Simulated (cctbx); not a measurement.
## Diagnosing a refinement

Cell a = 12.6440 Å, b = 5.5580 Å, c = 11.4340 Å, α = 90.00°, β = 115.81°, γ = 90.00°; space group C2 (no. 5). The compound is MnCdCu4Sn2S8.

Simulated single-crystal data (cctbx): synchrotron X-rays, λ = 0.6889 Å, to d = 0.77 Å, 50 % of the full sphere, strongest reflection 5000 counts, noise from counting, a 3 % proportional error and a noise floor of 4 counts (s.d.); no absorption.

An anisotropic refinement with weights 1/σ² prints:

```text
Rint 0.042, 1269 unique reflections to 0.77 A
cycle     R1     wR2    GooF  max shift (A)
   1  0.1306  0.2750   2.504   0.11055
   7  0.0939  0.2014   1.834   0.00029
final R1 0.0939 wR2 0.2014 GooF 1.834  parameters 64  data/parameter 19.8
atom        x        y        z      Ueq    occ   su(xyz)  su(Uiso or U11)
Sn1    0.99955  0.51240  0.75137   0.0168  1.000  0.00131  0.0009
Cd1    0.00000  0.00353  0.50000   0.0292  1.000  0.00151  0.0020
Cu1    0.75136  0.49443  0.37028   0.0152  1.000  0.00121  0.0017
Cu2    0.24739 -0.00199  0.87201   0.0277  1.000  0.00174  0.0024
Mn1    0.00000  1.02065  0.00000   0.0022  1.000  0.00209  0.0022  NPD
S1     0.64205  0.25871  0.19636   0.0101  1.000  0.00152  0.0030
S2     0.13318  0.25644  0.44160   0.0276  1.000  0.00238  0.0060
S3     0.13976  0.25801  0.94637   0.0211  1.000  0.00254  0.0039
difference map: max 7.84 min -3.53 rms 0.71
Q1    0.1507  0.7536  0.7022    4    8.04  2.25 A from Cu2
Q2    0.1396  0.3074  0.1889    4    4.15  2.12 A from Cu2
Q3    0.0180  0.9650  0.9830    4    3.61  0.47 A from Mn1
Q4    0.1492  0.2845  0.7000    4    3.39  2.11 A from Cu1
Q5    0.2225  0.9990  0.3554    4    3.05  0.33 A from Cu1
Q6    0.0989  0.7025  0.4148    4    2.72  2.05 A from Sn1
```

Q: Accept it or mend it, and why?

Mend it. The fault: an atom left out, S at (0.1446, 0.7407, 0.6993). Against the right model at the same level, R1 goes from 0.0496 to 0.0939 and GooF from 0.98 to 1.83, U of Mn1 shrinks from 0.0223 to 0.0022 Å², U of S1 shrinks from 0.0272 to 0.0101 Å², U of Cd1 swells from 0.0216 to 0.0292 Å², the top difference peak, 8.0 e/Å³, lies 2.25 Å from Cu2 and Mn1 goes non-positive-definite. Q1 is the missing atom. With scattering power missing, scale and phases suffer, so peaks may also grow on the heavy atoms.

The compound is MnCdCu4Sn2S8. The right model at the same level gives:

```text
Rint 0.042, 1269 unique reflections to 0.77 A
cycle     R1     wR2    GooF  max shift (A)
   1  0.0506  0.1094   1.000   0.00770
   8  0.0496  0.1076   0.984   0.00100
final R1 0.0496 wR2 0.1076 GooF 0.984  parameters 73  data/parameter 17.4
atom        x        y        z      Ueq    occ   su(xyz)  su(Uiso or U11)
Sn1    0.99843  0.51296  0.75089   0.0171  1.000  0.00156  0.0006
Cd1    0.00000  0.00708  0.50000   0.0216  1.000  0.00173  0.0010
Cu1    0.74683  0.49236  0.36864   0.0201  1.000  0.00118  0.0014
Cu2    0.24977  0.00433  0.87567   0.0270  1.000  0.00150  0.0015
Mn1    0.00000  0.99631  0.00000   0.0223  1.000  0.00502  0.0022
S1     0.64262  0.26543  0.19258   0.0272  1.000  0.00106  0.0031
S2     0.14437  0.74218  0.69914   0.0292  1.000  0.00106  0.0034
S3     0.13963  0.25911  0.44716   0.0278  1.000  0.00111  0.0033
S4     0.13353  0.25660  0.94461   0.0278  1.000  0.00121  0.0033
Flack x: -0.09(12)
Hooft y: -0.011(96)  Bijvoet pairs: 434
difference map: max 1.91 min -1.50 rms 0.38
Q1    0.0000  0.0379  0.0000    2    1.91  0.23 A from Mn1
Q2    0.0821  0.4059  0.7067    4    1.69  1.48 A from Sn1
Q3    0.0805  0.6469  0.7130    4    1.64  1.03 A from S2
Q4    0.1743  0.0214  0.3405    4    1.40  0.84 A from Cu1
Q5    0.0000  0.2623  0.0000    2    1.39  1.48 A from Mn1
Q6    0.2273  0.5242  0.7173    4    1.38  1.18 A from Cu1
```

The model was made for the exercise: a known structure type with other elements put in, its volume estimated, not relaxed; displacement parameters are assumed.

[Middle refinement cycles are left out of these outputs.]

[Logs are printed without paths, hosts, clocks, repeated set-up lines and the standing remarks that a program may print on its own settings, such as how far it seeks lower states.]
